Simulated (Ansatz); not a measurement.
# Zn2C (model cell, started as cuprite): phonons and vibrational spectra, part 2 of 2

Task: relax Zn2C (model cell, started as cuprite), then find its harmonic phonons.

Ansatz 0.2.0; DFT r2SCAN, scalar-relativistic, plane waves, PAW.

So far. Step 3 (Tight relaxation): The forces vanish by symmetry and the pressure is -0.005 GPa, within the tolerances set. The cell now holds 14.69 Å³/atom. The relaxed cell has a = 4.450 Å (conventional setting).

The structure was built from a prototype and need not be the compound's stable phase.

## 4. The dispersion (continued)

Tetrahedra on a 14×14×14 mesh, mean over bins of 10 cm-1. Interpolated from a 2×2×2 q mesh, rough between the solved points. The phonon density of states by wavenumber; read off at these points:

```
wavenumber (cm⁻¹)  phonon density of states (1/cm⁻¹/cell)
                5                                  3.0e-4
               25                                 0.00782
               45                                  0.0245
               65                                  0.0692
               85                                   0.138
              105                                   0.108
              125                                  0.0973
              145                                  0.0703
              165                                  0.0600
              185                                  0.0199
              195                                  0.0193
              215                                  0.0143
              235                                 0.00562
              255                                 0.00904
              275                                  0.0177
              295                                  0.0147
              315                                 0.00647
              335                                  9.8e-4
              355                                       0
              375                                       0
              395                                       0
              415                                       0
              435                                       0
              455                                       0
              475                                       0
              495                                       0
              515                                       0
              535                                       0
              545                                       0
              565                                       0
              585                                 0.00299
              605                                  0.0781
              625                                  0.0472
              645                                  0.0380
              665                                  0.0660
              675                                   0.110
              685                                  0.0597
              705                                  0.0134
              725                                 0.00252
```

The partial phonon density of states has structure finer than the step of the table below, so its rows give means over 25 cm⁻¹, whole bins alone (the curve runs from -10 to 759 cm⁻¹). Peaks (cm⁻¹: height): C 608.8: 0.0667, 671.7: 0.0838; Zn 86.7: 0.125, 671.7: 0.0167.

Phonopy on the run's constants, 13x13x13 mesh, Gaussian sigma 5.5 cm-1. Interpolated from a 2×2×2 q mesh, rough between the solved points. Table of partial phonon density of states by wavenumber; means over each step; values in 1/cm⁻¹/cell:

```
wavenumber (cm⁻¹)        C       Zn
               25   7.6e-4  0.00820
               50  0.00285   0.0313
               75  0.00341   0.0779
              100  0.00180    0.106
              125  0.00220   0.0795
              150  0.00385   0.0612
              175  0.00254   0.0288
              200  0.00225   0.0150
              225  0.00130  0.00885
              250   9.2e-4  0.00718
              275  0.00159   0.0152
              300   8.7e-4   0.0115
              325   1.5e-4  0.00390
              350   1.6e-6   1.7e-4
              375        0        0
              400        0        0
              425        0        0
              450        0        0
              475        0        0
              500        0        0
              525        0        0
              550        0        0
              575  0.00219   1.6e-5
              600   0.0456   6.8e-4
              625   0.0443  0.00205
              650   0.0329  0.00490
              675   0.0661   0.0126
              700   0.0215  0.00373
              725  0.00289   5.3e-4
```

Harmonic thermodynamic functions per atom, from the density of states. Interpolated from a 2×2×2 q mesh, rough between the solved points. Thermodynamic functions, by row:

```
T (K)  F_vib (meV/atom)  S (J/mol-atom/K)  C_V (J/mol-atom/K)
    0             56.19                 0                   0
   50             55.58             3.825               7.138
  100             51.76             10.73               12.53
  200                35             20.95               17.05
  300              9.23             28.46               19.93
  400            -23.47             34.45               21.65
  500            -61.82              39.4               22.66
  600            -104.9             43.59               23.29
  700              -152             47.21               23.69
  800            -202.6             50.39               23.97
  900            -256.3             53.23               24.16
 1000            -312.8             55.78                24.3
```

Harmonic mean-square displacement, third of the trace. Interpolated from a 2×2×2 q mesh, rough between the solved points. Mean square displacements, by row:

```
T (K)  C1 U_eq (Å²)  C2 U_eq (Å²)  Zn3 U_eq (Å²)  Zn4 U_eq (Å²)  Zn5 U_eq (Å²)  Zn6 U_eq (Å²)
    0       0.00336       0.00336        0.00244        0.00244        0.00244        0.00244
  100       0.00567       0.00567        0.00541        0.00541        0.00541        0.00541
  300       0.01246       0.01246        0.01472        0.01472        0.01472        0.01472
  600       0.02348       0.02348        0.02913        0.02913        0.02913        0.02913
```

Symmetry leaves 4 wavevectors to solve. The lowest mode among them, the acoustic zeros apart, lies at q = (0, -0.5, -0.5) and is real, 51.3 cm⁻¹.

The log warns of the k mesh: “the force constants stand on the 6×6×6 k-mesh, whose period is 9.65 times the interband length at k = (0.0000, 0.0000, 0.0000), direct gap 1.400 eV, under 14: take them and everything formed from them as unconverged”.

## 5. Outcome

| Item | Value |
| --- | --- |
| space group after relaxation (within 0.01 Å) | Pn-3m |
| volume per atom | 14.7 Å³ |
| gap on the k-mesh | 0.973 eV |
| highest optical mode at the zone centre (no LO-TO term) | 673 cm⁻¹ |
| top of the zone-centre spectrum with the field | 728 cm⁻¹ |
| lowest optical zone-centre mode | 84.4 cm⁻¹ |
| mean high-frequency dielectric constant | 9.90 |
| mean static dielectric constant | 12.7 |
| largest Born charge (third of the trace) | -2.74 e |
| lowest mode on the q mesh (acoustic modes at Γ apart) | 51.3 cm⁻¹ |
| highest frequency on the path or at a solved wavevector | 728 cm⁻¹ |
| zero-point energy per atom | 56.2 meV |
| heat capacity at 300 K | 19.9 J/(mol atoms K) |
| vibrational entropy at 300 K | 28.5 J/(mol atoms K) |
| Debye temperature (second moment) | 730 K |
| imaginary modes on the 2×2×2 q mesh | none |

In words: The structure is a minimum as far as tested: no mode is imaginary at the 4 irreducible wavevectors of the 2×2×2 mesh, and the softest away from the acoustic zeros lies at 51 cm⁻¹. Without the field, the optical modes at Γ span 84 to 673 cm⁻¹. With the macroscopic field of the longitudinal modes the top of the zone-centre spectrum lies at 728 cm⁻¹, against 673 cm⁻¹ without it. Lattice motion raises the mean dielectric constant from 9.903 to 12.71. The strongest infrared line is at 673 cm⁻¹. On the path and the mesh, the widest gap between branches runs from 339 to 587 cm⁻¹. With the field response the log warns that the k mesh is coarse for the force constants too, so the frequencies may not be converged. The q mesh stands for a supercell only 8.9 Å across, so branches between the solved wavevectors are rough. The program warns that the interpolation holds no quadrupole term, so branches close to Γ can be off in this crystal. The starting cell was built on a prototype and not taken from a measurement, so the phase need not exist. These are harmonic frequencies at zero temperature: anharmonic shifts, linewidths and thermal expansion are left out.

[Logs are printed without paths, hosts, clocks, repeated set-up lines and the standing remarks that a program may print on its own settings, such as how far it seeks lower states.]

[Hosts, paths, dates, database ids (printed as entryN), source tags and the programs' standing remarks are cut or masked in the printed files.]
